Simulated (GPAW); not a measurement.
# fcc Co13Ir3: moments or none, part 2 of 2

Aim: find out whether fcc Co13Ir3 carries moments when they start parallel, and what they gain.

GPAW 26.7.0; PBE; plane waves with GPAW's PAW setups, scalar-relativistic.

So far. Step 2 (Start 1: ferro ++++++++++++++++): After 48 cycles the largest moment stands at 1.80 μB.

**3. Start 2: no spin polarisation**

This run holds no moments, which gives a state to set the others against.

The input, nospin.py:

```python
import json
import numpy as np
from ase import Atoms
from ase.parallel import paropen, parprint
from gpaw import GPAW

atoms = Atoms(['Ir', 'Co', 'Co', 'Co', 'Ir', 'Co', 'Co', 'Co', 'Co', 'Co', 'Co', 'Co', 'Ir', 'Co', 'Co', 'Co'],
    cell=[[7.198625, 0.0, 0.0],
         [0.0, 7.198625, 0.0],
         [0.0, 0.0, 3.599312]],
    scaled_positions=[[0.0, 0.0, 0.0],
         [0.0, 0.25, 0.5],
         [0.25, 0.0, 0.5],
         [0.25, 0.25, 0.0],
         [0.0, 0.5, 0.0],
         [0.0, 0.75, 0.5],
         [0.25, 0.5, 0.5],
         [0.25, 0.75, 0.0],
         [0.5, 0.0, 0.0],
         [0.5, 0.25, 0.5],
         [0.75, 0.0, 0.5],
         [0.75, 0.25, 0.0],
         [0.5, 0.5, 0.0],
         [0.5, 0.75, 0.5],
         [0.75, 0.5, 0.5],
         [0.75, 0.75, 0.0]],
    pbc=True)
atoms.calc = GPAW(mode={'name': 'pw', 'ecut': 450},
    xc='PBE',
    kpts={'size': (6, 6, 11), 'gamma': True},
    occupations={'name': 'fermi-dirac', 'width': 0.05},
    convergence={'density': 1e-05, 'energy': 1e-05},
    maxiter=200,
    mixer={'name': 'pulay', 'beta': 0.04, 'nmaxold': 8, 'weight': 100},
    symmetry={'tolerance': 1e-4},
    txt='nospin.txt')
e = atoms.get_potential_energy(force_consistent=True)
res = {'free_energy': e, 'energy_sigma0': atoms.get_potential_energy(), 'fermi_energy': atoms.calc.get_fermi_level()}
parprint(f'free energy: {e:.6f} eV')
atoms.calc.write('nospin.gpw')
with paropen('results.json', 'w') as f:
    json.dump(res, f)
```

Command:

```sh
$ OMP_NUM_THREADS=1 mpirun -n 4 gpaw python nospin.py > nospin.log
```

Numbers of over 12 decimals in the logs are rounded to 6 here.

What it wrote:

```text
free energy: -131.160875 eV

--- nospin.txt ---
Input parameters:
  mode=PW(ecut=450),
  convergence={'density': 1e-05, 'energy': 1e-05},
  kpts=MonkhorstPack(size=(6, 6, 11), gamma=True),
  maxiter=200,
  mixer=Pulay(name='pulay', nmaxold=8, beta=0.04, weight=100, sigma=0.015, g_ss=None),
  occupations=Occupations(name='fermi-dirac', width=0.05),
  symmetry=Symmetry(tolerance=0.0001),
  xc=XC(name='PBE')

Diagonalizing LCAO Hamiltonian
Converting LCAO to pw mode
     .-----------------.
    /|                 |
   / |                 |
  / Co       Co        |
 *   .--Co-------Co----.
 |Co/    CoCo    Co   /
 | Ir Co    Ir Co    /
 |/    Co      Co   /
 Ir-------Co-------*

Atoms  # Å, Bohr magnetons
|    | symbol |        x |        y |        z |    initial magnetic moments |
|----|--------|----------|----------|----------|-----------------------------|
|  0 |     Ir | 0.000000 | 0.000000 | 0.000000 | ( 0.0000,  0.0000,  0.0000) |
|  1 |     Co | 0.000000 | 1.799656 | 1.799656 | ( 0.0000,  0.0000,  0.0000) |
|  2 |     Co | 1.799656 | 0.000000 | 1.799656 | ( 0.0000,  0.0000,  0.0000) |
|  3 |     Co | 1.799656 | 1.799656 | 0.000000 | ( 0.0000,  0.0000,  0.0000) |
|  4 |     Ir | 0.000000 | 3.599312 | 0.000000 | ( 0.0000,  0.0000,  0.0000) |
|  5 |     Co | 0.000000 | 5.398969 | 1.799656 | ( 0.0000,  0.0000,  0.0000) |
|  6 |     Co | 1.799656 | 3.599312 | 1.799656 | ( 0.0000,  0.0000,  0.0000) |
|  7 |     Co | 1.799656 | 5.398969 | 0.000000 | ( 0.0000,  0.0000,  0.0000) |
|  8 |     Co | 3.599312 | 0.000000 | 0.000000 | ( 0.0000,  0.0000,  0.0000) |
|  9 |     Co | 3.599312 | 1.799656 | 1.799656 | ( 0.0000,  0.0000,  0.0000) |
| 10 |     Co | 5.398969 | 0.000000 | 1.799656 | ( 0.0000,  0.0000,  0.0000) |
| 11 |     Co | 5.398969 | 1.799656 | 0.000000 | ( 0.0000,  0.0000,  0.0000) |
| 12 |     Ir | 3.599312 | 3.599312 | 0.000000 | ( 0.0000,  0.0000,  0.0000) |
| 13 |     Co | 3.599312 | 5.398969 | 1.799656 | ( 0.0000,  0.0000,  0.0000) |
| 14 |     Co | 5.398969 | 3.599312 | 1.799656 | ( 0.0000,  0.0000,  0.0000) |
| 15 |     Co | 5.398969 | 5.398969 | 0.000000 | ( 0.0000,  0.0000,  0.0000) |

Unit cell  # Å
| periodic |        x |        y |        z |  lengths |    angles |
|----------|----------|----------|----------|----------|-----------|
|      yes | 7.198625 | 0.000000 | 0.000000 | 7.198625 | 90.000000 |
|      yes | 0.000000 | 7.198625 | 0.000000 | 7.198625 | 90.000000 |
|      yes | 0.000000 | 0.000000 | 3.599312 | 3.599312 | 90.000000 |

Number of symmetries: 8

BZ-sampling:
  Number of BZ points: 396
  Number of IBZ points: 96

  Monkhorst-Pack size: [6, 6, 11]
  Monkhorst-Pack shift: [0.083333, 0.083333, 0.0]

Plane wave coefficients: 4085
Cutoff: 450.000000 eV

Spin-components: 1 (collinear spins)
Bands:           102
Projectors:      96
Spin-degeneracy: 2
Datatype:        complex128

Parallelization:
  kpt:    4
  domain: 1
  band:   1

Density:
  Valence electrons: 162.0
  Components: 1
  Grid points: [36 36 18]
  Charge: 0.0  # |e|

Potential:
  Grid points: [36 36 18]

[... setups left out ...]
Reference energy: -1946189.776781  # eV

eigensolver:
  PPCG
  Converge bands: occupied
  niter=2

density mixing:
  Pulay-Mixer
  Linear mixing parameters: 0.04
  Old densities: 8
  Fourier metric: weight=100, sigma=0.015

occupation numbers:
  Fermi-Dirac:
    width: 0.0500  # eV

poisson solver:
  ecut: 3600.000000  # eV

xc functional:
  name: PBE with 2 nearest neighbor stencil

convergence criteria:
- Maximum integral of absolute [dens]ity change: 1e-05 electrons / valence electron
- Maximum [total energy] change in last 3 cyles: 1e-05 eV / valence electron
- Maximum integral of absolute [eigenst]ate change: 4e-08 eV^2 / valence electron
maximum number of iterations: 200

SCF iterations
|iter     |      energy | eigst |  dens |
|---------|-------------|-------|-------|
|iter:   1|       0s | -134.673923 | +0.45 |       |
|iter:   2|      36s | -133.214217 | -0.83 | -1.17 |
|iter:   3|      78s | -131.910574 | -1.51 | -1.17 |
|iter:   4|     118s | -131.279345 | -2.08 | -1.40 |
|iter:   5|     155s | -130.931344 | -2.00 | -1.58 |
|iter:   6|     183s | -130.851277 | -2.65 | -1.75 |
|iter:   7|     219s | -130.813724 | -2.73 | -1.89 |
|iter:   8|     254s | -130.821329 | -3.78 | -2.03 |
|iter:   9|     295s | -130.973463 | -2.35 | -2.06 |
|iter:  10|     334s | -130.954769 | -2.72 | -2.09 |
[... 13 iterations left out ...]
|iter:  24|     906s | -131.011019c| -6.26 | -4.19 |
|iter:  25|     947s | -131.011020c| -6.99 | -4.41 |
|iter:  26|     968s | -131.011022c| -7.46c| -4.50 |
|iter:  27|     995s | -131.011022c| -7.46c| -4.53 |
|iter:  28|    1038s | -131.011021c| -7.17 | -4.55 |
|iter:  29|    1080s | -131.011022c| -7.69c| -4.69 |
|iter:  30|    1100s | -131.011022c| -8.21c| -4.82 |
|iter:  31|    1121s | -131.011022c| -8.35c| -4.89 |
|iter:  32|    1142s | -131.011023c| -7.90c| -4.95 |
|iter:  33|    1162s | -131.011023c| -8.18c| -5.08c|

Converged in 33 steps
Energy contributions relative to reference atoms: (reference = -1946189.776781)

Energy contributions:
  Kinetic:          55.621035
  Coulomb:         -49.117368
  Zero:              2.716840
  External:          0.000000
  Xc:             -140.081678
  Entropy:          -0.299704
  Spinorbit:         0.000000
  ----------------------------
  Free energy:    -131.160875
  Extrapolated:   -131.011023

dipole moment: (-91.437709, -84.641584, -88.038948)  # |e|*Ang

Fermi level: 11.237
Eigenvalues  # (at kpt = [0.000, 0.000, 0.000])
| band index |      eig [eV] | occ [0-2] |
|------------|---------------|-----------|
|          0 |       -38.256 |     2.000 |
|        ... |               |           |
|         72 |        10.608 |     2.000 |
|         73 |        10.644 |     2.000 |
|         74 |        10.648 |     2.000 |
|         75 |        10.723 |     2.000 |
|         76 |        10.723 |     2.000 |
|         77 |        10.975 |     1.990 |
|         78 |        10.975 |     1.990 |
|         79 |        11.213 |     1.236 |
|         80 |        11.269 |     0.693 |
|         81 |        11.356 |     0.170 |
|         82 |        11.591 |     0.002 |
|         83 |        11.599 |     0.001 |
|         84 |        11.599 |     0.001 |
|         85 |        11.599 |     0.001 |
|         86 |        11.610 |     0.001 |
|         87 |        11.795 |     0.000 |
|        ... |               |           |
|        101 |        19.084 |     0.000 |

No gap
No difference between direct/indirect transitions
```

The job ended after 21 min (4 MPI ranks of Intel Xeon at 2.50GHz (Skylake/Cascade Lake), shared host; peak memory 1.7 GiB; 82 min of CPU time).

Read from the output:

* final state: non-magnetic (no spin polarisation)

It lies 94.0 meV a seeded atom over the first start.

**4. Energies of the orders**

These are free energies at a smearing of 0.05 eV, so its entropy term is in the differences. They are divided by the number of seeded atoms, so that cells of unlike size compare.

Orders:

| start | final state | typed order kept | energy over the lowest (meV a seeded atom) | largest site moment (μB) | net moment (μB a primitive cell) | mesh matched | CPU time (s) |
| --- | --- | --- | --- | --- | --- | --- | --- |
| ferro ++++++++++++++++ | ferromagnetic | yes | 0 | 1.8 | 22.41 | yes | 14673 |
| no spin polarisation | non-magnetic | - | 94.02 | 0 | 0 | yes | 4944 |

**5. Results**

```
lower run                          : with moments
largest site moment                : 1.80 μB
energy gained by spin polarisation : 94.0 meV a seeded atom
```

What this shows: The crystal holds moments, up to 1.80 μB, and gains 94.0 meV a seeded atom by them. No antiferromagnetic order was tried, so the session says nothing on how the moments order.

[Logs and program files are shortened in this print: banners, set-up blocks, solver, clock and traceback lines can be left out without a mark of their own.]

[Logs are printed without paths, hosts, clocks, repeated set-up lines and the standing remarks that a program may print on its own settings, such as how far it seeks lower states.]

[Hosts, paths, dates, database ids (printed as entryN), source tags and the programs' standing remarks are cut or masked in the printed files.]

[Where a cell is said to come from a database of computed structures, the database is the Materials Project.]
